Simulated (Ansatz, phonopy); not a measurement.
## How KCl (Sylvite, Fm-3m) expands on warming

How much does KCl (Sylvite) expand with temperature?

What experiment has found for this phase:
- volume expansion coefficient 111.3 1e-6/K and heat capacity C_P per formula unit 51.7 J/mol/K near room temperature (given in “High-Throughput Prediction of Finite-Temperature Properties using the Quasi-Harmonic Approximation”, 2016, arXiv:1603.06924)
- volume expansion coefficient 114.9 1e-6/K near room temperature (given in “Descriptors for thermal expansion in solids”, 2017, arXiv:1701.03966)

Calculated with Ansatz 0.2.0; DFT PBE, scalar-relativistic, plane waves, PAW, in the first sound run; inputs show where later runs differ.

### Step 1. Starting point

The structure is cubic, space group Fm-3m (No. 225). Conventional cell: a = 6.293 Å, b = 6.293 Å, c = 6.293 Å, α = 90.00°, β = 90.00°, γ = 90.00°. K has 6 Cl at 3.15 Å nearest. Cl has 6 K at 3.15 Å nearest. Farther neighbours and most contacts between anions are not listed.

### Step 2. A first coarse run

A cheap single point shows whether the cell is a metal or an insulator and how far it is from rest; that sets the k-mesh and the occupations of what follows.

Contents of input.yaml:

```yaml
crystal:
  lattice:
    - [0.0, 3.14647, 3.14647]
    - [3.14647, 0.0, 3.14647]
    - [3.14647, 3.14647, 0.0]
  atoms:
    - { symbol: K, position: [0.0, 0.0, 0.0] }
    - { symbol: Cl, position: [0.5, 0.5, 0.5] }
kpoints:
  mp_grid: { grid: [6, 6, 6] }
hamiltonian:
  xc: pbe
scf:
  occupations: { method: gaussian, width: 0.1 }
output:
  forces: true
  stress: true
  eigenvalues: true
```

Run with:

```sh
$ ansatz run input.yaml --threads 4 --pin off --max-ram 16384MiB --backend cpu --events-out ev --progress --plain --runs-dir out
```

Planned after this: relaxation; tight relaxation; A new level, relaxed again; phonons on strained cells; free-energy fit. Settings of the main run: cutoff 487.2 eV, 8×8×8 k-mesh, fixed occupations, highest temperature 800 K, menu sort level, 4×4×4 q-mesh.

In doubt: the dispersion correction can have small steps in the geometry for these elements (Ansatz), which bears on fits and elastic values.

Q: Predict the C_P at 298 K.

Near room temperature KCl (Sylvite) expands by 125 × 10⁻⁶/K in volume by PBE+D3(BJ), with C_P = 25.7 J/(mol K) per mole of atoms and B_T = 15.6 GPa. Between 298.15 and 800 K the bulk modulus falls by 49 % and the Grüneisen parameter grows; in this range the quasi-harmonic approximation, which lacks anharmonicity at fixed volume, tends to overshoot. C_P at room temperature is 103 % of the classical 3R an atom; C_V is 97 %, and the rest is expansion work.

```
volume expansion coefficient at 298 K            : 124.8 1e-6/K
C_P at 298 K                                     : 25.70 J/mol-atom/K
isothermal bulk modulus at 298 K                 : 15.56 GPa
Grüneisen parameter at 298 K                     : 1.532
volume at 298 K                                  : 31.84 Å³/atom
principal linear expansion coefficients at 298 K : 41.62, 41.62, 41.62 1e-6/K
```

A measured volume expansion coefficient near room temperature is 111.3 1e-6/K (arXiv:1603.06924); the calculated 125 1e-6/K differs by +12 %. A measured heat capacity per formula unit near room temperature is 51.7 J/mol/K (arXiv:1603.06924); the calculated 51.4 J/mol/K differs by -1 %. The dispersion term is taken with its C6 weights frozen at the crystal at rest, in the force constants and, in the expansion study, in the energies too.

[Logs are printed without paths, hosts, clocks, repeated set-up lines and the standing remarks that a program may print on its own settings, such as how far it seeks lower states.]

[Hosts, paths, dates, database ids (printed as entryN), source tags and the programs' standing remarks are cut or masked in the printed files.]

[A step with changed settings may run another functional than the one named; its input shows which.]
